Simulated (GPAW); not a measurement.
# A Cu chain with a Na atom on top of one atom: transmission at several levels

How well does a Cu chain with a Na atom on top of one atom conduct at low bias, and how far do basis and functional move the answer?

Main program and level: GPAW 26.7.0; GPAW LCAO, PAW setups; Landauer transmission from Green's functions with principal layers (ASE), zero bias.

Most raw output is cut from this account.

### Step 1. The structure

The cell holds 12 atoms: 11 Cu and 1 Na. Cell: a = 9.000 Å, b = 9.000 Å, c = 25.300 Å, α = 90.0°, β = 90.0°, γ = 90.0°. Regions: left lead, 5 atoms (5 Cu); channel, 2 atoms (1 Cu and 1 Na); right lead, 5 atoms (5 Cu). Vacuum lies along a and b. The structure is stacked along c, and the current runs across the ab planes.

### Step 2. Double-zeta polarised basis

Localised orbitals split the wire into layers that couple to their neighbours alone, which is what the Green's function method needs; double zeta with polarisation is the usual level for numbers.

File run.py:

```python
import json
import numpy as np
from ase import Atoms
from ase.transport.calculators import TransportCalculator
from gpaw import GPAW, FermiDirac
from gpaw.lcao.tools import get_lcao_hamiltonian
from scipy.linalg import eigh

# The junction with lead layers at both ends, along the third cell vector
device = Atoms(
    ['Cu', 'Cu', 'Cu', 'Cu', 'Cu', 'Cu', 'Na', 'Cu', 'Cu', 'Cu', 'Cu', 'Cu'],
    positions=[
        [4.50000, 4.50000, 1.15000],
        [4.50000, 4.50000, 3.45000],
        [4.50000, 4.50000, 5.75000],
        [4.50000, 4.50000, 8.05000],
        [4.50000, 4.50000, 10.35000],
        [4.50000, 4.50000, 12.65000],
        [7.11270, 4.50000, 12.65000],
        [4.50000, 4.50000, 14.95000],
        [4.50000, 4.50000, 17.25000],
        [4.50000, 4.50000, 19.55000],
        [4.50000, 4.50000, 21.85000],
        [4.50000, 4.50000, 24.15000]],
    cell=[[9.0, 0.0, 0.0], [0.0, 9.0, 0.0], [0.0, 0.0, 25.3]],
    pbc=True)

# One principal layer of the lead: the first 3 atoms of the device
lead = Atoms(
    ['Cu', 'Cu', 'Cu'],
    positions=[
        [4.50000, 4.50000, 1.15000],
        [4.50000, 4.50000, 3.45000],
        [4.50000, 4.50000, 5.75000]],
    cell=[[9.0, 0.0, 0.0], [0.0, 9.0, 0.0], [0.0, 0.0, 6.9]],
    pbc=True)

settings = dict(mode='lcao', basis='dzp', xc='PBE', h=0.2,
                occupations=FermiDirac(0.1), maxiter=250,
                mixer=dict(beta=0.1, nmaxold=8, weight=100.0),
                convergence=dict(density=0.0001))
energies = np.arange(-2, 2 + 1e-9, 0.05)
eta = 0.0001
n1, n2 = 1, 1
# k and -k transmit alike, so half of the mesh across the current serves
mesh = [(i, j) for i in range(n1) for j in range(n2) if (i, j) <= (-i % n1, -j % n2)]
weights = np.array([1 if (i, j) == (-i % n1, -j % n2) else 2 for i, j in mesh]) / (n1 * n2)

# [... helper functions left out ...]
fermi_lead = ground_state(lead, (1, 1, 16), 'lead.txt')
fermi_device = ground_state(device, (1, 1, 3), 'device.txt')
# [... loop over the mesh left out, but for ...]
        # Shift the lead onto the potential of the device's first layer
        shift = ((H[:, 0, 0] - H0[:, 0, 0]) / S0[0, 0]).real.mean()
# [...]
kT = 8.617333e-5 * 77
bias = [0.1, 0.2, 0.5, 1.0, 1.5, 2.0]
# [... integrals and printing left out ...]
```

The run is started by

```console
$ OMP_NUM_THREADS=1 OPENBLAS_NUM_THREADS=1 python run.py
```

Elapsed: 34 s, on 1 thread of Arm Neoverse V2, shared host; peak memory 0.87 GiB.

Numbers from this step:

```
conductance                                             : 0.9991 G₀
largest coupling past the next principal layer          : 4.59e-5 eV
largest misfit of the first principal layer             : 0.03886 eV
shift that aligns the lead                              : -0.02238 eV
basis functions of the junction                         : 182
basis functions of a principal layer                    : 45
transmission at the Fermi level (one spin)              : 0.9991
open channels of the lead at the Fermi level (one spin) : 1
```

One spin. Transmission, zone mean against energy, zero at the Fermi level:

| energy (eV) | transmission, zone mean |
| --- | --- |
| -2.000 | 0.998 |
| -1.800 | 0.999 |
| -1.600 | 2.56 |
| -1.400 | 2.92 |
| -1.200 | 3.84 |
| -1.150 | 3.89 |
| -1.000 | 3.84 |
| -0.800 | 3.66 |
| -0.600 | 3.06 |
| -0.400 | 2.48 |
| -0.200 | 1.64 |
| 0.000 | 0.999 |
| 0.200 | 0.999 |
| 0.400 | 0.999 |
| 0.600 | 0.999 |
| 0.800 | 0.997 |
| 1.000 | 0.942 |
| 1.200 | 0.975 |
| 1.400 | 0.992 |
| 1.600 | 0.994 |
| 1.800 | 0.995 |
| 2.000 | 0.995 |

Crossings of the lead's bands, unfolded to its shortest repeat. Open channels, zone mean against energy, zero at the Fermi level:

| energy (eV) | open channels, zone mean |
| --- | --- |
| -2.000 | 1 |
| -1.800 | 1 |
| -1.600 | 3 |
| -1.400 | 3 |
| -1.200 | 4 |
| -1.000 | 4 |
| -0.800 | 6 |
| -0.600 | 6 |
| -0.400 | 4 |
| -0.200 | 3 |
| 0.000 | 1 |
| 0.200 | 1 |
| 0.400 | 1 |
| 0.600 | 1 |
| 0.800 | 1 |
| 1.000 | 1 |
| 1.200 | 1 |
| 1.400 | 1 |
| 1.600 | 1 |
| 1.800 | 1 |
| 2.000 | 1 |

Not self-consistent under bias; the bias window is split evenly. The current through one cell, from the zero-bias transmission by bias:

| bias (V) | current through one cell, from the zero-bias transmission (μA) |
| --- | --- |
| 0.100 | 7.74 |
| 0.200 | 15.5 |
| 0.500 | 42.6 |
| 1.000 | 107 |
| 1.500 | 187 |
| 2.000 | 276 |

Table of transmission of the three most open eigenchannels by energy, zero at the Fermi level:

| energy (eV) | channel 1 | channel 2 | channel 3 |
| --- | --- | --- | --- |
| -2.00 | 0.998 | 0 | 0 |
| -1.85 | 0.873 | 2.4e-10 | 0 |
| -1.70 | 0.997 | 0.193 | 0.191 |
| -1.60 | 0.996 | 0.814 | 0.749 |
| -1.45 | 0.994 | 0.953 | 0.908 |
| -1.30 | 0.993 | 0.965 | 0.945 |
| -1.15 | 0.996 | 0.990 | 0.972 |
| -1.05 | 0.993 | 0.973 | 0.963 |
| -0.90 | 0.997 | 0.959 | 0.923 |
| -0.75 | 0.995 | 0.905 | 0.857 |
| -0.60 | 0.995 | 0.797 | 0.753 |
| -0.50 | 0.997 | 0.747 | 0.699 |
| -0.35 | 0.998 | 0.618 | 0.502 |
| -0.20 | 0.998 | 0.371 | 0.272 |
| -0.05 | 0.999 | 6.9e-12 | 6.7e-12 |
| 0.00 | 0.999 | 0 | 0 |
| 0.05 | 0.999 | 0 | 0 |
| 0.20 | 0.999 | 0 | 0 |
| 0.35 | 0.999 | 0 | 0 |
| 0.50 | 0.999 | 0 | 0 |
| 0.60 | 0.999 | 0 | 0 |
| 0.75 | 0.997 | 0 | 0 |
| 0.90 | 0.993 | 0 | 0 |
| 1.05 | 0.387 | 0 | 0 |
| 1.15 | 0.949 | 0 | 0 |
| 1.30 | 0.988 | 0 | 0 |
| 1.45 | 0.993 | 0 | 0 |
| 1.60 | 0.994 | 0 | 0 |
| 1.70 | 0.995 | 0 | 0 |
| 1.85 | 0.995 | 0 | 0 |
| 2.00 | 0.995 | 0 | 0 |

Couplings past the next layer reach 4.6e-5 eV, small enough to drop; the matrix elements of the cell's first layer differ from the bulk lead's by up to 0.039 eV. That layer keeps its own values in the calculation, and only beyond it is the lead taken as perfect. The Fermi levels of lead and junction count from different zeros of potential, one for each periodic cell; with both set to zero, the small remaining shift is what aligns them. By hand: G = 0.9991 × 77.48 μS = 77.4 μS, a resistance of 12.9 kΩ; at 0.1 V a linear junction would pass 7.74 μA, and the integral over the bias window gives 7.74 μA.

### Step 3. GPAW, szp: basis = "szp(dzp)"

The second zeta is dropped, the polarisation orbitals stay.

Changes to run.py since step 2:

```diff
@@ -37,3 +37,3 @@
 
-settings = dict(mode='lcao', basis='dzp', xc='PBE', h=0.2,
+settings = dict(mode='lcao', basis='szp(dzp)', xc='PBE', h=0.2,
                 occupations=FermiDirac(0.1), maxiter=250,
```

The job ended after 30 s (1 thread; peak memory 0.85 GiB).

This step gave:

- conductance: 0.9990 G₀
- largest coupling past the next principal layer: 4.61e-5 eV
- largest misfit of the first principal layer: 0.05524 eV
- shift that aligns the lead: -0.01992 eV
- basis functions of the junction: 109
- basis functions of a principal layer: 27
- transmission at the Fermi level (one spin): 0.9990

One spin. Transmission, zone mean against energy, zero at the Fermi level:

| energy (eV) | transmission, zone mean |
| --- | --- |
| -2.00 | 0.989 |
| -1.85 | 0.573 |
| -1.70 | 1.34 |
| -1.60 | 2.36 |
| -1.45 | 2.69 |
| -1.30 | 2.87 |
| -1.25 | 3.77 |
| -1.15 | 2.90 |
| -1.05 | 3.85 |
| -0.90 | 3.83 |
| -0.75 | 4.23 |
| -0.60 | 3.40 |
| -0.50 | 3.22 |
| -0.35 | 2.81 |
| -0.20 | 2.14 |
| -0.05 | 0.999 |
| 0.00 | 0.999 |
| 0.05 | 0.999 |
| 0.20 | 0.999 |
| 0.35 | 0.999 |
| 0.50 | 0.999 |
| 0.60 | 0.999 |
| 0.75 | 0.997 |
| 0.90 | 0.963 |
| 1.05 | 0.935 |
| 1.15 | 0.983 |
| 1.30 | 0.992 |
| 1.45 | 0.994 |
| 1.60 | 0.995 |
| 1.70 | 0.995 |
| 1.85 | 0.995 |
| 2.00 | 0.995 |

Crossings of the lead's bands, unfolded to its shortest repeat. Open channels, zone mean against energy, zero at the Fermi level:

energy (eV), open channels, zone mean and a bar from the least value:
```
   -2.000       1.00 
   -1.800       1.00 
   -1.600       3.00 ############
   -1.400       3.00 ############
   -1.200       4.00 ##################
   -1.000       4.00 ##################
   -0.800       4.00 ##################
   -0.600       6.00 ##############################
   -0.400       4.00 ##################
   -0.200       3.00 ############
    0.000       1.00 
    0.200       1.00 
    0.400       1.00 
    0.600       1.00 
    0.800       1.00 
    1.000       1.00 
    1.200       1.00 
    1.400       1.00 
    1.600       1.00 
    1.800       1.00 
    2.000       1.00
```

Not self-consistent under bias; the bias window is split evenly. Table of current through one cell, from the zero-bias transmission by bias:

| bias (V) | current through one cell, from the zero-bias transmission (μA) |
| --- | --- |
| 0.100 | 7.74 |
| 0.200 | 15.5 |
| 0.500 | 51.0 |
| 1.000 | 126 |
| 1.500 | 214 |
| 2.000 | 306 |

The transmission of the three most open eigenchannels by energy, zero at the Fermi level:

| energy (eV) | channel 1 | channel 2 | channel 3 |
| --- | --- | --- | --- |
| -2.00 | 0.989 | 0 | 0 |
| -1.85 | 0.573 | 1.6e-11 | 6.4e-12 |
| -1.70 | 0.999 | 0.211 | 0.133 |
| -1.60 | 0.998 | 0.711 | 0.654 |
| -1.45 | 0.997 | 0.852 | 0.845 |
| -1.30 | 0.996 | 0.962 | 0.911 |
| -1.15 | 0.994 | 0.942 | 0.940 |
| -1.05 | 0.996 | 0.992 | 0.962 |
| -0.90 | 0.997 | 0.969 | 0.942 |
| -0.75 | 0.995 | 0.947 | 0.908 |
| -0.60 | 0.995 | 0.888 | 0.833 |
| -0.50 | 0.997 | 0.869 | 0.811 |
| -0.35 | 0.998 | 0.849 | 0.731 |
| -0.20 | 0.998 | 0.663 | 0.480 |
| -0.05 | 0.999 | 1.0e-10 | 7.7e-11 |
| 0.00 | 0.999 | 4.2e-12 | 3.8e-12 |
| 0.05 | 0.999 | 0 | 0 |
| 0.20 | 0.999 | 0 | 0 |
| 0.35 | 0.999 | 0 | 0 |
| 0.50 | 0.999 | 0 | 0 |
| 0.60 | 0.999 | 0 | 0 |
| 0.75 | 0.997 | 0 | 0 |
| 0.90 | 0.963 | 0 | 0 |
| 1.05 | 0.935 | 0 | 0 |
| 1.15 | 0.983 | 0 | 0 |
| 1.30 | 0.992 | 0 | 0 |
| 1.45 | 0.994 | 0 | 0 |
| 1.60 | 0.995 | 0 | 0 |
| 1.70 | 0.995 | 0 | 0 |
| 1.85 | 0.995 | 0 | 0 |
| 2.00 | 0.995 | 0 | 0 |

The conductance equals that of the dzp run to 0.2 %.

### Step 4. Minimal basis

The minimal basis is the cheapest rung: no second zeta and no polarisation.

Changes to run.py since step 3:

```diff
@@ -37,3 +37,3 @@
 
-settings = dict(mode='lcao', basis='szp(dzp)', xc='PBE', h=0.2,
+settings = dict(mode='lcao', basis='sz(dzp)', xc='PBE', h=0.2,
                 occupations=FermiDirac(0.1), maxiter=250,
```

Wall time 25 s (1 thread); peak memory 0.82 GiB.

Numbers from this step:

| Item | Value |
| --- | --- |
| conductance | 0.9991 G₀ |
| largest coupling past the next principal layer | 4.64e-5 eV |
| largest misfit of the first principal layer | 0.05835 eV |
| shift that aligns the lead | -0.006083 eV |
| basis functions of the junction | 73 |
| basis functions of a principal layer | 18 |
| transmission at the Fermi level (one spin) | 0.9991 |

One spin. Table of transmission, zone mean by energy, zero at the Fermi level:

| energy (eV) | transmission, zone mean |
| --- | --- |
| -2.00 | 0.624 |
| -1.85 | 0.997 |
| -1.70 | 1.87 |
| -1.60 | 2.44 |
| -1.45 | 2.75 |
| -1.30 | 3.85 |
| -1.15 | 3.13 |
| -1.05 | 3.90 |
| -0.90 | 3.80 |
| -0.75 | 4.12 |
| -0.60 | 3.15 |
| -0.50 | 2.84 |
| -0.35 | 2.41 |
| -0.20 | 1.90 |
| -0.05 | 0.999 |
| 0.00 | 0.999 |
| 0.05 | 0.999 |
| 0.20 | 0.999 |
| 0.35 | 0.998 |
| 0.50 | 0.995 |
| 0.60 | 0.990 |
| 0.75 | 0.872 |
| 0.90 | 0.965 |
| 1.05 | 0.994 |
| 1.15 | 0.997 |
| 1.30 | 0.998 |
| 1.45 | 0.999 |
| 1.60 | 0.999 |
| 1.70 | 0.999 |
| 1.85 | 0.999 |
| 2.00 | 0.999 |

The conductance equals that of the dzp run to 0.2 %.

### Step 5. LDA in the dzp basis: xc = "LDA"

Back in the dzp basis, the functional changes from PBE to LDA, to set the spread between functionals beside that between bases.

Changes to run.py since step 4:

```diff
@@ -37,3 +37,3 @@
 
-settings = dict(mode='lcao', basis='sz(dzp)', xc='PBE', h=0.2,
+settings = dict(mode='lcao', basis='dzp', xc='LDA', h=0.2,
                 occupations=FermiDirac(0.1), maxiter=250,
```

Run time: 32 s. Hardware: 1 thread; peak memory 0.86 GiB.

Numbers from this step:

- conductance: 0.9990 G₀
- largest coupling past the next principal layer: 3.59e-5 eV
- largest misfit of the first principal layer: 0.04125 eV
- shift that aligns the lead: -0.02328 eV
- basis functions of the junction: 182
- basis functions of a principal layer: 45

One spin. The transmission, zone mean by energy, zero at the Fermi level:

energy (eV), transmission, zone mean and a bar:
```
    -2.00       1.00 #######
    -1.90       0.98 #######
    -1.80       1.00 #######
    -1.70       1.53 ###########
    -1.55       2.67 ####################
    -1.45       2.85 ######################
    -1.35       2.95 #######################
    -1.25       3.45 ###########################
    -1.15       3.89 ##############################
    -1.05       3.86 ##############################
    -0.90       3.77 #############################
    -0.80       3.68 ############################
    -0.70       3.40 ##########################
    -0.60       3.11 ########################
    -0.50       2.87 ######################
    -0.40       2.54 ###################
    -0.25       1.80 #############
    -0.15       1.00 #######
    -0.05       1.00 #######
     0.00       1.00 #######
     0.05       1.00 #######
     0.15       1.00 #######
     0.25       1.00 #######
     0.40       1.00 #######
     0.50       1.00 #######
     0.60       1.00 #######
     0.70       1.00 #######
     0.80       1.00 #######
     0.90       1.00 #######
     1.05       1.00 #######
     1.15       0.98 #######
     1.25       0.10 
     1.35       0.96 #######
     1.45       0.98 #######
     1.55       0.99 #######
     1.70       0.99 #######
     1.80       0.99 #######
     1.90       0.99 #######
     2.00       1.00 #######
```

The conductance equals that of the dzp run to 0.2 %.

### Step 6. Cost and result by level

Times are for 1 thread of Arm Neoverse V2, shared host. Results by setting:

| no. | run | conductance (G₀) | time | memory (GiB) |
| --- | --- | --- | --- | --- |
| 1 | dzp | 0.9991 | 34 s | 0.87 |
| 2 | szp | 0.9990 | 30 s | 0.85 |
| 3 | sz | 0.9991 | 25 s | 0.82 |
| 4 | dzp LDA | 0.9990 | 32 s | 0.86 |

### Step 7. The levels side by side

The curves are compared point by point over the common energies.

This step: comparison of transmission and cost over codes and levels (GPAW 26.7.0).

Ladder, by row:

| step | code | T at the Fermi level (sum over the listed spins) | conductance (G0) | r.m.s. T(E) from the first | wall time (s) | peak memory (GiB) | threads |
| --- | --- | --- | --- | --- | --- | --- | --- |
| dzp | GPAW | 0.9991 | 0.9991 | 0 | 33.72 | 0.87 | 1 |
| szp | GPAW | 0.999 | 0.999 | 0.3067 | 29.64 | 0.85 | 1 |
| sz | GPAW | 0.9991 | 0.9991 | 0.2746 | 25.19 | 0.82 | 1 |
| dzp-LDA | GPAW | 0.999 | 0.999 | 0.1285 | 31.5 | 0.86 | 1 |

The transmission, zone mean, sum over the listed spins by energy, zero at the Fermi level:

| energy (eV) | dzp | szp | sz | dzp-LDA |
| --- | --- | --- | --- | --- |
| -2.00 | 0.998 | 0.989 | 0.624 | 0.998 |
| -1.85 | 0.873 | 0.573 | 0.997 | 0.677 |
| -1.70 | 1.38 | 1.34 | 1.87 | 1.53 |
| -1.50 | 2.77 | 2.59 | 2.68 | 2.76 |
| -1.35 | 2.96 | 2.88 | 3.79 | 2.95 |
| -1.20 | 3.84 | 3.64 | 3.66 | 3.81 |
| -1.15 | 3.89 | 2.90 | 3.13 | 3.89 |
| -1.05 | 3.86 | 3.85 | 3.90 | 3.86 |
| -0.90 | 3.77 | 3.83 | 3.80 | 3.77 |
| -0.80 | 3.66 | 3.73 | 3.61 | 3.68 |
| -0.70 | 3.37 | 3.74 | 3.57 | 3.40 |
| -0.55 | 2.93 | 3.30 | 2.98 | 2.99 |
| -0.40 | 2.48 | 3.00 | 2.55 | 2.54 |
| -0.25 | 1.77 | 2.41 | 2.07 | 1.80 |
| -0.10 | 0.999 | 0.999 | 0.999 | 0.999 |
| 0.00 | 0.999 | 0.999 | 0.999 | 0.999 |
| 0.10 | 0.999 | 0.999 | 0.999 | 0.999 |
| 0.25 | 0.999 | 0.999 | 0.998 | 0.999 |
| 0.40 | 0.999 | 0.999 | 0.997 | 0.999 |
| 0.55 | 0.999 | 0.999 | 0.993 | 0.999 |
| 0.70 | 0.999 | 0.998 | 0.963 | 0.999 |
| 0.90 | 0.993 | 0.963 | 0.965 | 0.998 |
| 1.05 | 0.387 | 0.935 | 0.994 | 0.995 |
| 1.20 | 0.975 | 0.988 | 0.997 | 0.923 |
| 1.35 | 0.991 | 0.993 | 0.999 | 0.955 |
| 1.50 | 0.993 | 0.995 | 0.999 | 0.989 |
| 1.70 | 0.995 | 0.995 | 0.999 | 0.994 |
| 1.85 | 0.995 | 0.995 | 0.999 | 0.995 |
| 2.00 | 0.995 | 0.995 | 0.999 | 0.995 |

### Step 8. Grid spacing 0.3, broadening 1e-05, density threshold 1e-06

The real-space grid carries density and potential; a coarse one breaks translation symmetry along the lead and scatters electrons that should pass. The broadening keeps the Green's functions finite; too large a value absorbs electrons where channels are open and leaks them where none are. The Hamiltonian is taken from the last density. The density threshold is one of the tests that end the cycle; the energy must settle too, so a loose value may not be the test that decides.

This step: GPAW LCAO, PAW setups; Landauer transmission from Green's functions with principal layers (ASE), zero bias (GPAW 26.7.0).

Changes to run.py since step 5:

```diff
@@ -37,8 +37,8 @@
 
-settings = dict(mode='lcao', basis='dzp', xc='LDA', h=0.2,
+settings = dict(mode='lcao', basis='dzp', xc='PBE', h=0.3,
                 occupations=FermiDirac(0.1), maxiter=250,
                 mixer=dict(beta=0.1, nmaxold=8, weight=100.0),
-                convergence=dict(density=0.0001))
+                convergence=dict(density=1e-06))
 energies = np.arange(-2, 2 + 1e-9, 0.05)
-eta = 0.0001
+eta = 1e-05
 n1, n2 = 1, 1
```

Run time: 23 s. Hardware: 1 thread; peak memory 0.35 GiB.

The run finished with changed settings (h = 0.3, eta = 1e-05 and conv = 1e-06); it serves as a test.

Side by side:

| quantity | this run | sound run | difference |
| --- | --- | --- | --- |
| conductance (G₀) | 0.99990 | 0.99906 | 8.4e-4 |
| largest coupling past the next principal layer (eV) | 4.593e-5 | 4.594e-5 | -1.2e-8 |
| largest misfit of the first principal layer (eV) | 0.039158 | 0.038859 | 3.0e-4 |
| shift that aligns the lead (eV) | -0.020985 | -0.022375 | 0.00139 |
| transmission at the Fermi level (one spin) | 0.99991 | 0.99906 | 8.4e-4 |

### Step 9. Another change of settings

A last run, with other settings again.

Changes to run.py since step 8:

```diff
@@ -37,8 +37,8 @@
 
-settings = dict(mode='lcao', basis='dzp', xc='PBE', h=0.3,
-                occupations=FermiDirac(0.1), maxiter=250,
+settings = dict(mode='lcao', basis='DZP', xc='PBE', h=0.2,
+                occupations=FermiDirac(0.1), maxiter=100,
                 mixer=dict(beta=0.1, nmaxold=8, weight=100.0),
-                convergence=dict(density=1e-06))
+                convergence=dict(density=0.0001))
 energies = np.arange(-2, 2 + 1e-9, 0.05)
-eta = 1e-05
+eta = 0.0001
 n1, n2 = 1, 1
```

Elapsed: 0.67 s, on 1 thread; peak memory 0.1 GiB.

The program refused the input before any cycle.

The program's message: “FileNotFoundError: Could not find required basis set file "Cu.DZP.basis".”

The change that led to it: basis = "DZP".

### Step 10. What came out

| Item | Value |
| --- | --- |
| conductance | 0.999 G₀ |
| transmission at the Fermi level, mean of the spins | 0.999 |
| thermopower | about 0 (under 1.5 μV/K) |
| open channels of the lead there | 1 |

In words: In the dzp basis the junction conducts 0.999 G₀ at 77 K, with T = 0.999 a spin at the Fermi level; the sz basis reaches that conductance within 10 %. The junction passes nearly all that the lead offers at the Fermi level. At the Fermi level one eigenchannel carries the current (1.00). Measured against the first run (dzp), the nearest curve is that of dzp-LDA (r.m.s. 0.13) and the farthest that of szp (0.31). Over the compared runs wall time goes from 25 s (sz) to 34 s (dzp), on a shared host. The geometry was built from estimated bond lengths and not relaxed, so the numbers describe this model structure. An evenly spaced straight chain is an idealisation: free chains tend to dimerise, zigzag or, where a band edge lies near the Fermi level, turn magnetic. The currents use the zero-bias T(E) throughout, which holds only while the bias is small against the distance to the nearest feature. The energy step is wider than the thermal energy, so the conductance and thermopower rest on interpolation of T(E).

[Logs are printed without paths, hosts, clocks, repeated set-up lines and the standing remarks that a program may print on its own settings, such as how far it seeks lower states.]

[Hosts, paths, dates, database ids (printed as entryN), source tags and the programs' standing remarks are cut or masked in the printed files.]
